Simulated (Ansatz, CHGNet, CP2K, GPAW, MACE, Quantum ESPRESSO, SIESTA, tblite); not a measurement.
# Running random packing of Si31O39C14H16 (at. %) (83 atoms) with CP2K, part 2 of 3

Aim: run random packing of Si31O39C14H16 (at. %) (83 atoms) in CP2K and see how near its forces come to a plane-wave reference, and at what cost.

Program: CP2K 2026.2; the method stands at each step. Banners, paths, timers and routine set-up lines are dropped from the logs unmarked, and long logs keep their key lines alone; longer cuts are marked.

So far. Step 2 (PBE, DZVP-MOLOPT-SR, 600/50 Ry, diagonalisation): Forces lie 4.8 % from the reference's, at 0.61 times its CPU time. Step 3 (PBE, SZV-MOLOPT-SR, 600/50 Ry, diagonalisation): Against the first run (4.8 %), the force difference from the reference is 55 %, at 0.61 times the CPU time (on 1 against 4 cores), with 293 basis functions against 975: the smaller basis costs accuracy.

## 4. PBE, TZVP-MOLOPT, 600/50 Ry, diagonalisation

Method: Kohn-Sham DFT, PBE, GTH-PBE pseudopotentials, Gaussian and plane waves, TZVP-MOLOPT-GTH, diagonalisation.

The input, input.inp:

```
&GLOBAL
  PROJECT cell
  RUN_TYPE ENERGY_FORCE
  PRINT_LEVEL LOW
&END GLOBAL
&FORCE_EVAL
  METHOD QS
  STRESS_TENSOR ANALYTICAL
  &DFT
    BASIS_SET_FILE_NAME BASIS_MOLOPT
    POTENTIAL_FILE_NAME GTH_POTENTIALS
    &MGRID
      CUTOFF 600
      REL_CUTOFF 50
      NGRIDS 5
    &END MGRID
    &QS
      EPS_DEFAULT 1.0E-12
    &END QS
    &SCF
      SCF_GUESS ATOMIC
      EPS_SCF 1.0E-06
      MAX_SCF 200
      ADDED_MOS 14
      &DIAGONALIZATION
        ALGORITHM STANDARD
      &END DIAGONALIZATION
      &SMEAR ON
        METHOD FERMI_DIRAC
        ELECTRONIC_TEMPERATURE [K] 580
      &END SMEAR
      &MIXING
        METHOD BROYDEN_MIXING
        ALPHA 0.3
        NBROYDEN 8
      &END MIXING
      &PRINT
        &RESTART OFF
        &END RESTART
      &END PRINT
    &END SCF
    &XC
      &XC_FUNCTIONAL PBE
      &END XC_FUNCTIONAL
    &END XC
    &PRINT
      &MULLIKEN ON
      &END MULLIKEN
      &LOWDIN ON
      &END LOWDIN
      &MO ON
        EIGENVALUES T
        OCCUPATION_NUMBERS T
        MO_INDEX_RANGE 168 191
        &EACH
          QS_SCF 0
        &END EACH
        ADD_LAST NUMERIC
      &END MO
    &END PRINT
  &END DFT
  &SUBSYS
    &CELL
      A 10.05190 0.00000 0.00000
      B 0.00000 10.05190 0.00000
      C 0.00000 0.00000 10.05190
    &END CELL
    &TOPOLOGY
      COORD_FILE_NAME structure.xyz
      COORD_FILE_FORMAT XYZ
    &END TOPOLOGY
    &KIND Si
      BASIS_SET TZVP-MOLOPT-GTH-q4
      POTENTIAL GTH-PBE-q4
    &END KIND
    &KIND O
      BASIS_SET TZVP-MOLOPT-GTH-q6
      POTENTIAL GTH-PBE-q6
    &END KIND
    &KIND C
      BASIS_SET TZVP-MOLOPT-GTH-q4
      POTENTIAL GTH-PBE-q4
    &END KIND
    &KIND H
      BASIS_SET TZVP-MOLOPT-GTH-q1
      POTENTIAL GTH-PBE-q1
    &END KIND
  &END SUBSYS
  &PRINT
    &FORCES ON
    &END FORCES
    &STRESS_TENSOR ON
    &END STRESS_TENSOR
  &END PRINT
&END FORCE_EVAL
```

The input, structure.xyz:

```xyz
83

[... 83 atom lines left out: the same atoms as in the first run ...]
```

Run with:

```
OMP_NUM_THREADS=1 mpirun -np 4 cp2k.psmp -i input.inp > output.txt
```

Numbers of over 12 decimals in the logs are rounded to 6 here.

The log of the run:

```text
CP2K| version string:                                       CP2K version 2026.2
 CP2K| Input file name                                                 input.inp
 GLOBAL| Basis set file name                                        BASIS_MOLOPT
 GLOBAL| Potential file name                                      GTH_POTENTIALS
 GLOBAL| Run type                                                   ENERGY_FORCE
 GLOBAL| Total number of message passing processes                             4
 GLOBAL| Number of threads for this process                                    1
[... lines left out ...]
                        Smear method:                                FERMI_DIRAC
[... lines left out ...]
 Number of electrons:                                                        357
[... lines left out ...]
  Step     Update method      Time    Convergence         Total energy    Change
[... lines left out ...]
  *** SCF run converged in    51 steps ***
[... lines left out ...]
  Fermi energy:                                                 0.133862
  Total energy:                                              -685.686939
  Total energy (extrapolated to T->0):                       -685.679493
[... lines left out ...]
 MO| E(Fermi):            0.133862 a.u.          3.642560 eV
[... lines left out ...]
      82     H        4          1.015477                             -0.015477
      83     H        4          1.027762                             -0.027762
 # Total charge                            357.000000                 -0.000000
 ENERGY| Total FORCE_EVAL ( QS ) energy [hartree]           -685.686940
 FORCES| Atomic forces [hartree/bohr]
 FORCES|   Atom     x               y               z               |f|
 FORCES|      1 -3.71369172E-02 -7.69864764E-03 -4.74951604E-02   6.07800136E-02
 FORCES|      2  6.67310755E-02  2.17010414E-02  2.04880726E-03   7.02009206E-02
 FORCES|      3 -6.82123470E-02  2.14706302E-02  4.21766515E-02   8.30227811E-02
[...]
FORCES|     82 -1.13000119E-02 -7.65694672E-03 -2.56155636E-04   1.36522788E-02
 FORCES|     83  3.37438956E-03  1.00572820E-02  5.44300673E-03   1.19231601E-02
 FORCES| Sum    -6.67433125E-04 -3.06885774E-03  3.87451485E-03
 FORCES| Total atomic force                                       4.98750640E-03
 STRESS| Analytical stress tensor [bar]
 STRESS|                        x                   y                   z
 STRESS|      x       -1.51350577166E+05  -3.28352225778E+03   2.95971751608E+04
 STRESS|      y       -3.28352225778E+03  -9.78902956873E+04   2.91713590641E+02
 STRESS|      z        2.95971751608E+04   2.91713590641E+02  -1.20764623636E+05
 STRESS| 1/3 Trace                                            -1.23335165496E+05
```

Run time: 11 min. Hardware: 4 MPI ranks of Arm Neoverse V2, shared host; peak memory 4.3 GiB.

Compared with the plane-wave run:

* r.m.s. force component: 1.811 eV/Å
* r.m.s. difference of force components: 63.25 meV/Å
* longest difference of force vectors: 263.5 meV/Å
* force difference over r.m.s. force: 3.421 %
* slope of forces against the reference's: 0.9792
* correlation of force components: 0.9996
* pressure: -12.33 GPa
* pressure difference: 0.0892 GPa

Against the first run (4.8 %), the force difference from the reference is 3.4 %, at 4.1 times the CPU time, with 1268 basis functions against 975: the larger basis brings the forces nearer.

## 5. PBE, TZV2P-MOLOPT, 600/50 Ry, diagonalisation

Method: Kohn-Sham DFT, PBE, GTH-PBE pseudopotentials, Gaussian and plane waves, TZV2P-MOLOPT-GTH, diagonalisation.

input.inp, as its differences from that of step 4:

```diff
@@ -72,3 +72,3 @@
     &KIND Si
-      BASIS_SET TZVP-MOLOPT-GTH-q4
+      BASIS_SET TZV2P-MOLOPT-GTH-q4
       POTENTIAL GTH-PBE-q4
@@ -76,3 +76,3 @@
     &KIND O
-      BASIS_SET TZVP-MOLOPT-GTH-q6
+      BASIS_SET TZV2P-MOLOPT-GTH-q6
       POTENTIAL GTH-PBE-q6
@@ -80,3 +80,3 @@
     &KIND C
-      BASIS_SET TZVP-MOLOPT-GTH-q4
+      BASIS_SET TZV2P-MOLOPT-GTH-q4
       POTENTIAL GTH-PBE-q4
@@ -84,3 +84,3 @@
     &KIND H
-      BASIS_SET TZVP-MOLOPT-GTH-q1
+      BASIS_SET TZV2P-MOLOPT-GTH-q1
       POTENTIAL GTH-PBE-q1
```

structure.xyz is that of step 4.

The log of the run:

```text
CP2K| version string:                                       CP2K version 2026.2
 CP2K| Input file name                                                 input.inp
 GLOBAL| Basis set file name                                        BASIS_MOLOPT
 GLOBAL| Potential file name                                      GTH_POTENTIALS
 GLOBAL| Run type                                                   ENERGY_FORCE
 GLOBAL| Total number of message passing processes                             4
 GLOBAL| Number of threads for this process                                    1
 TOTAL NUMBERS AND MAXIMUM NUMBERS
  Total number of            - Atomic kinds:                                   4
                             - Atoms:                                         83
[... lines left out ...]
                        Smear method:                                FERMI_DIRAC
[... lines left out ...]
 Number of electrons:                                                        357
[... lines left out ...]
  Step     Update method      Time    Convergence         Total energy    Change
[... lines left out ...]
  *** SCF run converged in    51 steps ***
[... lines left out ...]
  Fermi energy:                                                 0.133682
  Total energy:                                              -685.762901
  Total energy (extrapolated to T->0):                       -685.755484
[... lines left out ...]
 MO| E(Fermi):            0.133682 a.u.          3.637659 eV
[... lines left out ...]
       1     Si       1          3.360460                              0.639540
       2     Si       1          3.614720                              0.385280
       3     Si       1          3.612784                              0.387216
[...]
# Total charge                            357.000000                 -0.000000
 !-----------------------------------------------------------------------------!
 LOWDIN POPULATION ANALYSIS
 #  Atom  Element  Kind  Atomic population                           Net charge
[...]
82     H        4          0.977717                              0.022283
      83     H        4          0.999028                              0.000972
 # Total charge                            357.000000                 -0.000000
 ENERGY| Total FORCE_EVAL ( QS ) energy [hartree]           -685.762901
 FORCES| Atomic forces [hartree/bohr]
 FORCES|   Atom     x               y               z               |f|
 FORCES|      1 -3.74015153E-02 -7.93549674E-03 -4.73522390E-02   6.08611534E-02
 FORCES|      2  6.66573836E-02  2.13751431E-02  2.89326325E-03   7.00605060E-02
 FORCES|      3 -6.80007940E-02  2.20236093E-02  4.18917696E-02   8.28496693E-02
[...]
FORCES|     82 -1.12925742E-02 -7.87181394E-03 -5.13583911E-04   1.37750301E-02
 FORCES|     83  3.70856539E-03  1.03379697E-02  5.38294070E-03   1.22312356E-02
 FORCES| Sum    -6.82354649E-04 -3.10911526E-03  3.81772866E-03
 FORCES| Total atomic force                                       4.97063956E-03
 STRESS| Analytical stress tensor [bar]
 STRESS|                        x                   y                   z
 STRESS|      x       -1.51407423364E+05  -3.16686135076E+03   2.99117620794E+04
 STRESS|      y       -3.16686135076E+03  -9.81131610748E+04   3.86460927833E+02
 STRESS|      z        2.99117620794E+04   3.86460927833E+02  -1.21317528178E+05
 STRESS| 1/3 Trace                                            -1.23612704206E+05
```

The job ended after 12 min (4 MPI ranks; peak memory 4.7 GiB; 49 min of CPU time).

Compared with the plane-wave run:

```yaml
r_m_s_force_component: 1.824 eV/Å
r_m_s_difference_of_force_components: 45.81 meV/Å
longest_difference_of_force_vectors: 211.3 meV/Å
force_difference_over_r_m_s_force: 2.477 %
slope_of_forces_against_the_reference_s: 0.9862
correlation_of_force_components: 0.9998
pressure: -12.36 GPa
pressure_difference: 0.0614 GPa
```

Against the first run (4.8 %), the force difference from the reference is 2.5 %, at 4.6 times the CPU time, with 1657 basis functions against 975: the larger basis brings the forces nearer.

## 6. PBE+D3, DZVP-MOLOPT-SR, 600/50 Ry, diagonalisation

Method: Kohn-Sham DFT, PBE+D3, GTH-PBE pseudopotentials, Gaussian and plane waves, DZVP-MOLOPT-SR-GTH, diagonalisation.

input.inp, as its differences from that of step 5:

```diff
@@ -44,2 +44,10 @@
       &END XC_FUNCTIONAL
+      &VDW_POTENTIAL
+        POTENTIAL_TYPE PAIR_POTENTIAL
+        &PAIR_POTENTIAL
+          TYPE DFTD3
+          PARAMETER_FILE_NAME dftd3.dat
+          REFERENCE_FUNCTIONAL PBE
+        &END PAIR_POTENTIAL
+      &END VDW_POTENTIAL
     &END XC
@@ -72,3 +80,3 @@
     &KIND Si
-      BASIS_SET TZV2P-MOLOPT-GTH-q4
+      BASIS_SET DZVP-MOLOPT-SR-GTH-q4
       POTENTIAL GTH-PBE-q4
@@ -76,3 +84,3 @@
     &KIND O
-      BASIS_SET TZV2P-MOLOPT-GTH-q6
+      BASIS_SET DZVP-MOLOPT-SR-GTH-q6
       POTENTIAL GTH-PBE-q6
@@ -80,3 +88,3 @@
     &KIND C
-      BASIS_SET TZV2P-MOLOPT-GTH-q4
+      BASIS_SET DZVP-MOLOPT-SR-GTH-q4
       POTENTIAL GTH-PBE-q4
@@ -84,3 +92,3 @@
     &KIND H
-      BASIS_SET TZV2P-MOLOPT-GTH-q1
+      BASIS_SET DZVP-MOLOPT-SR-GTH-q1
       POTENTIAL GTH-PBE-q1
```

structure.xyz is that of step 5.

The log of the run:

```text
CP2K| version string:                                       CP2K version 2026.2
 CP2K| Input file name                                                 input.inp
 GLOBAL| Basis set file name                                        BASIS_MOLOPT
 GLOBAL| Potential file name                                      GTH_POTENTIALS
 GLOBAL| Run type                                                   ENERGY_FORCE
 GLOBAL| Total number of message passing processes                             4
 GLOBAL| Number of threads for this process                                    1
 TOTAL NUMBERS AND MAXIMUM NUMBERS
  Total number of            - Atomic kinds:                                   4
                             - Atoms:                                         83
[... lines left out ...]
                        Smear method:                                FERMI_DIRAC
[... lines left out ...]
 Number of electrons:                                                        357
[... lines left out ...]
  Step     Update method      Time    Convergence         Total energy    Change
[... lines left out ...]
  *** SCF run converged in    52 steps ***
[... lines left out ...]
  Fermi energy:                                                 0.137256
  Total energy:                                              -685.803703
  Total energy (extrapolated to T->0):                       -685.796184
[... lines left out ...]
 MO| E(Fermi):            0.137256 a.u.          3.734913 eV
[... lines left out ...]
       1     Si       1          3.799427                              0.200573
       2     Si       1          3.747980                              0.252020
       3     Si       1          3.659965                              0.340035
[...]
# Total charge                            357.000000                 -0.000000
 !-----------------------------------------------------------------------------!
 LOWDIN POPULATION ANALYSIS
 #  Atom  Element  Kind  Atomic population                           Net charge
[...]
82     H        4          0.882617                              0.117383
      83     H        4          0.926097                              0.073903
 # Total charge                            357.000000                 -0.000000
 ENERGY| Total FORCE_EVAL ( QS ) energy [hartree]           -685.803703
 FORCES| Atomic forces [hartree/bohr]
 FORCES|   Atom     x               y               z               |f|
 FORCES|      1 -3.85689331E-02 -4.81968916E-03 -4.84103613E-02   6.20834526E-02
 FORCES|      2  6.54402081E-02  1.90082585E-02  3.87160831E-03   6.82548466E-02
 FORCES|      3 -6.72647003E-02  2.24250629E-02  4.11723133E-02   8.19913577E-02
[...]
FORCES|     82 -1.18179892E-02 -7.41404633E-03 -1.03754928E-03   1.39896198E-02
 FORCES|     83  5.76616517E-03  1.00930265E-02  5.10284325E-03   1.26947569E-02
 FORCES| Sum    -6.61515183E-04 -2.81330732E-03  3.54544421E-03
 FORCES| Total atomic force                                       4.57410921E-03
 STRESS| Analytical stress tensor [bar]
 STRESS|                        x                   y                   z
 STRESS|      x       -1.64043700013E+05  -2.17870294958E+03   2.98614468383E+04
 STRESS|      y       -2.17870294958E+03  -1.12742935562E+05  -2.44131696002E+02
 STRESS|      z        2.98614468383E+04  -2.44131696002E+02  -1.33456626153E+05
 STRESS| 1/3 Trace                                            -1.36747753909E+05
```

Elapsed: 2.7 min, on 4 MPI ranks; peak memory 3.4 GiB.

Numbers from this run, and their distance from the reference:

```yaml
r_m_s_force_component: 1.823 eV/Å
r_m_s_difference_of_force_components: 99.34 meV/Å
longest_difference_of_force_vectors: 340.6 meV/Å
force_difference_over_r_m_s_force: 5.373 %
slope_of_forces_against_the_reference_s: 0.9846
correlation_of_force_components: 0.9986
pressure: -13.67 GPa
pressure_difference: -1.252 GPa
```

Against the first run (4.8 %), the force difference from the reference is 5.4 %, at 1.0 times the CPU time; the model has changed, so this is no error of the program alone.

## 7. PBE, DZVP-MOLOPT-SR, 210/50 Ry, diagonalisation

Method: Kohn-Sham DFT, PBE, GTH-PBE pseudopotentials, Gaussian and plane waves, DZVP-MOLOPT-SR-GTH, diagonalisation.

input.inp, as its differences from that of step 6:

```diff
@@ -12,5 +12,4 @@
     &MGRID
-      CUTOFF 600
+      CUTOFF 210
       REL_CUTOFF 50
-      NGRIDS 5
     &END MGRID
@@ -44,10 +43,2 @@
       &END XC_FUNCTIONAL
-      &VDW_POTENTIAL
-        POTENTIAL_TYPE PAIR_POTENTIAL
-        &PAIR_POTENTIAL
-          TYPE DFTD3
-          PARAMETER_FILE_NAME dftd3.dat
-          REFERENCE_FUNCTIONAL PBE
-        &END PAIR_POTENTIAL
-      &END VDW_POTENTIAL
     &END XC
```

structure.xyz is that of step 6.

Run with:

```
OMP_NUM_THREADS=2 cp2k.psmp -i input.inp > output.txt
```

The log of the run:

```text
CP2K| version string:                                       CP2K version 2026.2
 CP2K| Input file name                                                 input.inp
 GLOBAL| Basis set file name                                        BASIS_MOLOPT
 GLOBAL| Potential file name                                      GTH_POTENTIALS
[... lines left out ...]
 Number of electrons:                                                        357
[... lines left out ...]
  Step     Update method      Time    Convergence         Total energy    Change
[... lines left out ...]
  *** SCF run converged in    52 steps ***
[... lines left out ...]
  Fermi energy:                                                 0.137243
  Total energy:                                              -685.493045
  Total energy (extrapolated to T->0):                       -685.485541
[... lines left out ...]
 MO| E(Fermi):            0.137243 a.u.          3.734559 eV
[... lines left out ...]
 ENERGY| Total FORCE_EVAL ( QS ) energy [hartree]           -685.493045
[... lines left out ...]
 FORCES|      1 -3.52155486E-02 -8.62459739E-03 -4.61962711E-02   5.87249011E-02
 FORCES|      2  6.60569483E-02  1.88712802E-02  4.15988447E-03   6.88255059E-02
 FORCES|      3 -6.80553939E-02  2.21432444E-02  4.18008690E-02   8.28804715E-02
[...]
FORCES|     82 -1.25446659E-02 -6.61943594E-03 -1.06262603E-03   1.42237389E-02
 FORCES|     83  4.69563054E-03  1.00331042E-02  4.18550419E-03   1.18418990E-02
 FORCES| Sum    -2.19840281E-03  8.87566800E-03  5.99931165E-04
 FORCES| Total atomic force                                       9.16353506E-03
 STRESS| Analytical stress tensor [bar]
 STRESS|                        x                   y                   z
 STRESS|      x       -1.53016240366E+05  -2.21331973253E+03   3.00934392371E+04
 STRESS|      y       -2.21331973253E+03  -1.01351350347E+05  -8.03284817996E+01
 STRESS|      z        3.00934392371E+04  -8.03284817996E+01  -1.22328423279E+05
 STRESS| 1/3 Trace                                            -1.25565337997E+05
```

Wall time 3.8 min (2 threads); peak memory 0.8 GiB.

Against the reference:

```yaml
r_m_s_force_component: 1.84 eV/Å
r_m_s_difference_of_force_components: 115.5 meV/Å
longest_difference_of_force_vectors: 502.8 meV/Å
force_difference_over_r_m_s_force: 6.245 %
slope_of_forces_against_the_reference_s: 0.9933
correlation_of_force_components: 0.998
pressure: -12.56 GPa
pressure_difference: -0.1338 GPa
energy_less_the_same_level_run_s: -6.487 meV/atom
r_m_s_force_difference_from_the_same_level_run: 81.22 meV/Å
```

This is a coarse setting, run to see what it loses.

Against the first run (4.8 %), the force difference from the reference is 6.2 %, at 0.69 times the CPU time (on 2 against 4 cores): the grid matters here.

(Continued in part 3 of 3.)

[Also dropped from logs without a mark: logging warnings of Python, and SIESTA's first energy breakdown and zero terms.]

[Logs are printed without paths, hosts, clocks, repeated set-up lines and the standing remarks that a program may print on its own settings, such as how far it seeks lower states.]

[Hosts, paths, dates, database ids (printed as entryN), source tags and the programs' standing remarks are cut or masked in the printed files.]
